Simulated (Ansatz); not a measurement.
# 3-layer 1T-PtSe2 (AA) in a perpendicular field, part 3 of 3

What dipole does a perpendicular field induce in the 3-layer 1T-PtSe2 (AA)? A positive field points along +c.

Ansatz 0.2.0; plane-wave DFT, PBEsol-D3(BJ), Ansatz PAW (the session's first sound run).

So far. Step 8 (Single point, field 0.3 V/Å): The dipole is 0.279 e·Å. Step 9 (Response, atoms held): The induced dipole is that of a conductor 14.06 Å thick.

## 10. With spin-orbit coupling

This step: plane-wave DFT, PBE, fully relativistic PAW with spin-orbit coupling (Ansatz 0.2.0).

Heavy atoms split their bands by spin-orbit coupling, so this run uses fully relativistic files and two-component states.

Contents of input.yaml:

```yaml
crystal:
  lattice:
    - [3.7139256912, 0.0, 0.0]
    - [-1.8569628456, 3.2163539963, 0.0]
    - [0.0, 0.0, 29.9680998143]
  atoms:
    - { symbol: Se, position: [0.6666666667, 0.3333333333, 0.3003193414] }
    - { symbol: Pt, position: [0.0, 0.0, 0.3436152441] }
    - { symbol: Se, position: [0.3333333333, 0.6666666667, 0.3857683015] }
    - { symbol: Se, position: [0.6666666667, 0.3333333333, 0.4575247503] }
    - { symbol: Pt, position: [0.0, 0.0, 0.5] }
    - { symbol: Se, position: [0.3333333333, 0.6666666667, 0.5424752497] }
    - { symbol: Se, position: [0.6666666667, 0.3333333333, 0.6142316985] }
    - { symbol: Pt, position: [0.0, 0.0, 0.6563847559] }
    - { symbol: Se, position: [0.3333333333, 0.6666666667, 0.6996806586] }
kpoints:
  mp_grid: { grid: [12, 12, 1] }
  band_path: { path: [[0, 0, 0], [0.12, 0, 0]], npoints: 24 }
hamiltonian:
  xc: pbe
  pseudopotentials: { kind: paw_fr }
magnetization:
  noncollinear: true
  spin_orbit: true
scf:
  occupations: { method: fermi_dirac, width: 0.05 }
  convergence: { dr2_threshold: 1.0e-09 }
efield:
  axis: 3
  dipole_correction: true
  ramp_position: 0.97
  ramp_width: 0.06
  amplitude: 0
output:
  write_potential: true
  write_density: true
  volumetric_format: npy
```

Run with:

```console
> ansatz run input.yaml --threads 8 --pin off --max-ram 12288MiB --backend cpu --events-out ev --progress --plain --runs-dir out
```

Numbers of over 12 decimals in the logs are rounded to 6 here.

Log:

```text
[...]
non-collinear run that drives no moment, with spin-orbit: no starting moment large enough to seed its density (crystal.atoms[].spin), no starting occupations that ask for one, no magnetisation constraint and no magnetic field, so the semilocal B_xc is pinned to zero
Crystal: 9 atoms, lattice volume = 357.978 Å³
Basis set: ecut = 420 eV, 7049 PW (Γ)
Bands: 180, of which v1, the nominal top of the filled ones, is band 150 counted from 1 (149 counted from 0)
Symmetry: 6 space group operations + 6 with time reversal
k-points: 19 of 144 (time reversal used)
Projection manifold: j_resolved (fully-relativistic pseudo-atomic orbitals)
[...]
SCF iter   1: F=—  HF=-70493.564411 eV  |F-HF|=—  |Δ(HF+E_count)|=         —  Δρ=5.73e-2  dr2=1.24e1  dr2_m=0.00e0 (ungated)  ethr=3.10e-3  |M|=0.00e0 ∫|m|=0.00e0 μB  |m|>n=0.0e0 m-floor=0.0e0 τ_xc=0.0e0  β_m=0.30  p=0.000 e·Å  D=2.47e-13 V/Å  ΔV_dip=-0.00 eV  dr2_dipole=8.33e-7  V_vac-E_F(+/−)=4.41/4.41 eV  ⟨swp⟩=9.2  Hψ=16874  notcnv=0  defer=144
[...]
spin=Noncollinear: Resta preconditioning applied to the charge; magnetization (m_x, m_y, m_z) channels mix plain (no charge-response kernel on spin).
SCF iter   2: F=—  HF=-70491.456199 eV  |F-HF|=—  |Δ(HF+E_count)|=    2.11e0  Δρ=2.39e-2  dr2=8.05e-1  dr2_m=0.00e0 (ungated)  ethr=3.10e-3  |M|=0.00e0 ∫|m|=0.00e0 μB  |m|>n=0.0e0 m-floor=0.0e0 τ_xc=0.0e0  β_m=0.69  p=0.000 e·Å  D=7.45e-5 V/Å  ΔV_dip=-0.00 eV  dr2_dipole=5.78e-6  V_vac-E_F(+/−)=4.89/4.90 eV  ⟨swp⟩=2.4  Hψ=5165  notcnv=0  defer=342
[...]
spin=Noncollinear: LDOS preconditioning applied to the charge; magnetization (m_x, m_y, m_z) channels mix plain (no charge-response kernel on spin).
SCF iter   3: F=—  HF=-70491.374952 eV  |F-HF|=—  |Δ(HF+E_count)|=   8.12e-2  Δρ=6.64e-3  dr2=1.12e-1  dr2_m=0.00e0 (ungated)  ethr=5.36e-4  |M|=0.00e0 ∫|m|=0.00e0 μB  |m|>n=0.0e0 m-floor=0.0e0 τ_xc=0.0e0  β_m=0.74  p=-0.000 e·Å  D=-7.84e-5 V/Å  ΔV_dip=0.00 eV  dr2_dipole=1.84e-6  V_vac-E_F(+/−)=4.51/4.51 eV  ⟨swp⟩=2.1  Hψ=4388  notcnv=0  defer=342
[...]
SCF iter  11: F=-70491.364186 eV  HF=-70491.364186 eV  |F-HF|=2.33e-10  |Δ(HF+E_count)|=   2.58e-9  Δρ=1.75e-7  dr2=3.07e-10  dr2_m=0.00e0 (ungated)  ethr=1.00e-12  |M|=0.00e0 ∫|m|=0.00e0 μB  |m|>n=0.0e0 m-floor=0.0e0 τ_xc=0.0e0  p=0.000 e·Å  D=4.16e-7 V/Å  ΔV_dip=-0.00 eV  dr2_dipole=4.44e-11  V_vac-E_F(+/−)=4.59/4.59 eV  ⟨swp⟩=14.1  Hψ=14471  notcnv=0
SCF 1 converged in 11 iterations: F = -70491.364186 eV  dr2 = 3.07e-10
[...]
SCF converged after 11 iterations
Magnetization: |M| = 0.0000 μB,  M = (+0.0000, +0.0000, +0.0000) μB
Absolute magnetization: 0.0000 μB (∫|m|)
  site 0: m = (+0.0000, +0.0000, +0.0000) μB, |m| = 0.0000 μB  (R = 1.03 Å)
  site 1: m = (+0.0000, +0.0000, +0.0000) μB, |m| = 0.0000 μB  (R = 1.03 Å)
  site 2: m = (+0.0000, +0.0000, +0.0000) μB, |m| = 0.0000 μB  (R = 1.03 Å)
  site 3: m = (+0.0000, +0.0000, +0.0000) μB, |m| = 0.0000 μB  (R = 1.03 Å)
  site 4: m = (+0.0000, +0.0000, +0.0000) μB, |m| = 0.0000 μB  (R = 1.03 Å)
  site 5: m = (+0.0000, +0.0000, +0.0000) μB, |m| = 0.0000 μB  (R = 1.03 Å)
  site 6: m = (+0.0000, +0.0000, +0.0000) μB, |m| = 0.0000 μB  (R = 1.03 Å)
  site 7: m = (+0.0000, +0.0000, +0.0000) μB, |m| = 0.0000 μB  (R = 1.03 Å)
  site 8: m = (+0.0000, +0.0000, +0.0000) μB, |m| = 0.0000 μB  (R = 1.03 Å)
Free energy (F): -70491.364186 eV
[...]
Internal energy: -70491.349026 eV  (E = F + TS)
E sigma→0 (E₀):  -70491.356606 eV
Entropy (-TS):   -0.015160 eV (-1.684 meV/atom)
Fermi energy:    4.595406 eV
Dipole field:    D = -0.000006 V/Å  (p = -0.000012 e·Å, saw-weighted, corrected)
Work function:   Φ+ = 4.5931 eV   Φ− = 4.5929 eV
[...]
--- Band table (eV; the first three rows and the last of 19) ---
  k-point 0: bands = [... 146 lower, 3.6628, 3.6628, 4.7623, 4.7623, 5.7308, 5.7308, 5.8108, 5.8108, ... 26 higher]
  k-point 1: bands = [... 146 lower, 4.1474, 4.1474, 4.6224, 4.6224, 5.5903, 5.5903, 5.6646, 5.6646, ... 26 higher]
  k-point 2: bands = [... 146 lower, 3.7516, 3.7516, 4.3837, 4.3837, 5.3179, 5.3179, 5.3837, 5.3837, ... 26 higher]
  k-point 18: bands = [... 146 lower, 2.5873, 2.5873, 2.7608, 2.7608, 4.6520, 4.6520, 4.7685, 4.7685, ... 26 higher]
```

Run time: 3.7 min. Hardware: 8 threads of Arm Neoverse V1, shared host; peak memory 7.9 GiB; 28 min of CPU time.

Numbers from this step:

| Quantity | Value |
| --- | --- |
| energy at zero smearing | -70491.3566 eV |
| work function, upper face | 4.593 eV |
| dipole along the normal | -1.24e-5 e·Å |

Electronic bands along the path, in eV, zero at the Fermi level:

```tsv
point	band 147	band 148	band 149	band 150	band 151	band 152	band 153	band 154
Γ	-0.93	-0.93	0.17	0.17	1.14	1.14	1.22	1.22
halfway	-0.63	-0.63	0.13	0.13	1.03	1.03	1.12	1.12
end	-0.41	-0.41	-0.10	-0.10	0.88	0.88	0.92	0.92
```

The work function of the upper face is 4.59 eV.

## 11. With spin-orbit coupling, field 0.3 V/Å

The same in a field along the normal.

input.yaml: that of step 10 with these lines changed.

```diff
@@ -32,3 +32,3 @@
   ramp_width: 0.06
-  amplitude: 0
+  amplitude: 0.3
 output:
```

Log:

```text
[...]
Crystal: 9 atoms, lattice volume = 357.978 Å³
Basis set: ecut = 420 eV, 7049 PW (Γ)
Bands: 180, of which v1, the nominal top of the filled ones, is band 150 counted from 1 (149 counted from 0)
Symmetry: 6 space group operations + 6 with time reversal
k-points: 19 of 144 (time reversal used)
[...]
k-point 0: bands = [... 146 lower, 3.6618, 3.6618, 4.7583, 4.7583, 5.7258, 5.7258, 5.8058, 5.8058, ... 26 higher]
  k-point 1: bands = [... 146 lower, 4.1421, 4.1431, 4.6163, 4.6212, 5.5849, 5.5850, 5.6583, 5.6594, ... 26 higher]
  k-point 2: bands = [... 146 lower, 3.7482, 3.7487, 4.3796, 4.3805, 5.3000, 5.3203, 5.3748, 5.3824, ... 26 higher]
  k-point 18: bands = [... 146 lower, 2.5551, 2.6156, 2.7415, 2.7766, 4.6289, 4.6653, 4.7412, 4.7862, ... 26 higher]
[key lines of the parts left out:]
SCF converged after 12 iterations
Magnetization: |M| = 0.0000 μB,  M = (+0.0000, +0.0000, +0.0000) μB
Free energy (F): -70491.405950 eV
Fermi energy:    4.590216 eV
Dipole field:    D = 0.140758 V/Å  (p = 0.278463 e·Å, saw-weighted, corrected)
```

Elapsed: 3.8 min, on 8 threads; peak memory 7.9 GiB.

This step gave:

- energy at zero smearing: -70491.3983 eV
- dipole along the normal: 0.2785 e·Å

The dipole is 0.278 e·Å.

## 12. The same run with other settings

This step: plane-wave DFT, PBEsol-D3(BJ), Ansatz PAW (Ansatz 0.2.0).

A run with a changed input: it repeats the earlier run at 0.05 V/Å with scf.convergence.dr2_threshold from 1e-10 to 1e-11 and scf.initial_density.chi_scale to 0.0.

input.yaml, the sections that differ from step 11:

```yaml
kpoints:
  mp_grid: { grid: [12, 12, 1] }
  band_path:
    path: [[0, 0, 0], [0.5, 0, 0], [0.33333333, 0.33333333, 0], [0, 0, 0]]
    npoints: 16
hamiltonian:
  xc: pbesol
  dispersion: d3bj
scf:
  occupations: { method: fermi_dirac, width: 0.05 }
  convergence: { dr2_threshold: 1.0e-11 }
  initial_density: { chi_scale: 0.0 }
efield:
  axis: 3
  dipole_correction: true
  ramp_position: 0.97
  ramp_width: 0.06
  amplitude: 0.05
# crystal, output: as in step 11
# magnetization: removed
```

Log:

```text
[...]
Crystal: 9 atoms, lattice volume = 357.978 Å³
Basis set: ecut = 420 eV, 7049 PW (Γ)
Bands: 90, of which v1, the nominal top of the filled ones, is band 75 counted from 1 (74 counted from 0)
Symmetry: 6 space group operations
k-points: 19 of 144 (time reversal used)
[...]
SCF iter   1: F=—  HF=-69706.026393 eV  |F-HF|=—  |Δ(HF+E_count)|=         —  Δρ=5.83e-2  dr2=1.28e1  ethr=3.10e-3  p=0.000 e·Å  D=1.93e-13 V/Å  ΔV_dip=-0.00 eV  dr2_dipole=1.66e-1  V_vac-E_F(+/−)=5.28/3.91 eV  ⟨swp⟩=7.0  Hψ=6750  notcnv=0  defer=17
[...]
SCF iter  15: F=-69703.596195 eV  HF=-69703.596195 eV  |F-HF|=1.89e-10  |Δ(HF+E_count)|=  8.73e-11  Δρ=1.00e-8  dr2=3.77e-13  ethr=1.00e-12  p=0.046 e·Å  D=2.35e-2 V/Å  ΔV_dip=-0.70 eV  dr2_dipole=7.47e-15  V_vac-E_F(+/−)=5.01/4.34 eV  ⟨swp⟩=13.6  Hψ=6209  notcnv=0
SCF 1 converged in 15 iterations: F = -69703.596195 eV  dr2 = 3.77e-13
[...]
SCF converged after 15 iterations
Free energy (F): -69703.596195 eV
[...]
Internal energy: -69703.580032 eV  (E = F + TS)
E sigma→0 (E₀):  -69703.588114 eV
Entropy (-TS):   -0.016162 eV (-1.796 meV/atom)
Fermi energy:    4.441867 eV
Dipole field:    D = 0.023460 V/Å  (p = 0.046411 e·Å, saw-weighted, corrected)
Work function:   not extracted (applied field tilts the vacuum); planar V_es + V_field profile in the machine report
[...]
--- Band table (eV; the first three rows and the last of 19) ---
  k-point 0: bands = [... 71 lower, 3.3429, 3.3429, 3.4562, 4.6305, 5.6563, 5.6563, 6.2787, 6.2787, ... 11 higher]
  k-point 1: bands = [... 71 lower, 3.2097, 3.3621, 4.0295, 4.4930, 5.5079, 5.5200, 5.7943, 6.1805, ... 11 higher]
  k-point 2: bands = [... 71 lower, 3.0856, 3.3348, 3.5933, 4.2537, 5.2264, 5.2588, 5.2821, 5.9396, ... 11 higher]
  k-point 18: bands = [... 71 lower, 2.1940, 2.1950, 2.5700, 2.5776, 4.5446, 4.5511, 5.4618, 5.4618, ... 11 higher]
```

Wall time 30 s (8 threads); peak memory 2.1 GiB.

This step gave:

```yaml
energy_at_zero_smearing: -69703.5881 eV
dipole_along_the_normal: 0.04641 e·Å
```

Electronic bands along the path, in eV, zero at the Fermi level:

```tsv
point	band 72	band 73	band 74	band 75	band 76	band 77	band 78	band 79
Γ	-1.10	-1.10	-0.99	0.19	1.21	1.21	1.84	1.84
halfway	-1.46	-1.35	-1.32	-0.69	0.08	0.70	0.86	1.47
M	-3.02	-2.81	-2.34	-1.53	0.72	0.78	1.42	1.61
halfway	-2.44	-2.20	-1.81	-1.61	0.33	0.77	0.89	1.24
K	-2.25	-2.25	-1.87	-1.86	0.10	0.11	1.02	1.02
halfway	-1.60	-1.56	-1.27	-0.70	0.21	0.59	0.75	0.96
Γ	-1.10	-1.10	-0.99	0.19	1.21	1.21	1.84	1.84
```

```tsv
quantity	this run	earlier run	difference
dipole along the normal (e·Å)	0.04641	0.04641	1.7e-6
```

The dipole moves by under 0.5 % or 5e-5 e·Å. The run took 15 SCF cycles against 12.

Of the bands kept, 2 cross the Fermi level on this path.

## 13. Varying the input

Another changed input: it repeats the earlier run at 0.05 V/Å with efield.dipole_correction from true to false.

input.yaml: that of step 12 with these lines changed.

```diff
@@ -25,7 +25,6 @@
   occupations: { method: fermi_dirac, width: 0.05 }
-  convergence: { dr2_threshold: 1.0e-11 }
-  initial_density: { chi_scale: 0.0 }
+  convergence: { dr2_threshold: 1.0e-10 }
 efield:
   axis: 3
-  dipole_correction: true
+  dipole_correction: false
   ramp_position: 0.97
```

Log:

```text
[...]
Crystal: 9 atoms, lattice volume = 357.978 Å³
Basis set: ecut = 420 eV, 7049 PW (Γ)
Bands: 90, of which v1, the nominal top of the filled ones, is band 75 counted from 1 (74 counted from 0)
Symmetry: 6 space group operations
k-points: 19 of 144 (time reversal used)
[...]
SCF iter   1: F=—  HF=-69703.647222 eV  |F-HF|=—  |Δ(HF+E_count)|=         —  Δρ=3.89e-3  dr2=7.95e-1  ethr=1.77e-3  p=0.000 e·Å  V_vac-E_F(+/−)=5.47/4.10 eV  ⟨swp⟩=7.8  Hψ=7017  notcnv=0  defer=28
[...]
SCF iter  11: F=-69703.597221 eV  HF=-69703.597221 eV  |F-HF|=1.31e-10  |Δ(HF+E_count)|=  3.35e-10  Δρ=6.76e-8  dr2=1.73e-11  ethr=1.00e-12  p=0.087 e·Å  V_vac-E_F(+/−)=5.29/4.02 eV  ⟨swp⟩=13.4  Hψ=6667  notcnv=0
SCF 1 converged in 11 iterations: F = -69703.597221 eV  dr2 = 1.73e-11
[...]
SCF converged after 11 iterations
Free energy (F): -69703.597221 eV
[...]
Internal energy: -69703.581055 eV  (E = F + TS)
E sigma→0 (E₀):  -69703.589138 eV
Entropy (-TS):   -0.016165 eV (-1.796 meV/atom)
Fermi energy:    4.441523 eV
Dipole field:    D = 0.044198 V/Å  (p = 0.087438 e·Å, saw-weighted)
Work function:   not extracted (applied field tilts the vacuum); planar V_es + V_field profile in the machine report
[...]
--- Band table (eV; the first three rows and the last of 19) ---
  k-point 0: bands = [... 71 lower, 3.3428, 3.3428, 3.4559, 4.6303, 5.6559, 5.6559, 6.2784, 6.2784, ... 11 higher]
  k-point 1: bands = [... 71 lower, 3.2099, 3.3620, 4.0292, 4.4928, 5.5076, 5.5196, 5.7940, 6.1802, ... 11 higher]
  k-point 2: bands = [... 71 lower, 3.0863, 3.3346, 3.5931, 4.2535, 5.2255, 5.2585, 5.2824, 5.9394, ... 11 higher]
  k-point 18: bands = [... 71 lower, 2.1932, 2.1951, 2.5665, 2.5808, 4.5413, 4.5537, 5.4615, 5.4615, ... 11 higher]
```

The job ended after 28 s (8 threads; peak memory 2.1 GiB).

```tsv
quantity	this run	earlier run	difference
dipole along the normal (e·Å)	0.08744	0.04641	0.041
```

With the dipole correction off, the periodic images add a field of their own to the typed one.

It moves by +0.041 e·Å.

These numbers are not those of the isolated slab.

## 14. What came out

```json
{
  "gap without field": "none",
  "work function, upper face": "4.69 eV",
  "equivalent conductor thickness, atoms held": "14.1 Å"
}
```

The induced dipole equals that of a perfect conductor 14.06 Å thick, while the outer atoms lie 11.97 Å apart. There is no gap over 0.03 eV, with or without the field. The main runs have no spin polarisation; a magnetic state could lie lower and would change these results. The field series itself is without spin-orbit coupling. With this functional, D3(BJ) tends to leave the relaxed cell short of measured lattice constants, by some per cent. After relaxation neighbouring layers come as close as 2.2 Å along the normal, so they are bonded in part and no longer a van der Waals stack.

[Logs are printed without paths, hosts, clocks, repeated set-up lines and the standing remarks that a program may print on its own settings, such as how far it seeks lower states.]

[Hosts, paths, dates, database ids (printed as entryN), source tags and the programs' standing remarks are cut or masked in the printed files.]

[Maps of the electrostatic potential energy from Ansatz leave out the sawtooth potential of an applied field or a dipole correction, so their vacuum need not be flat; planar profiles and work functions include it.]
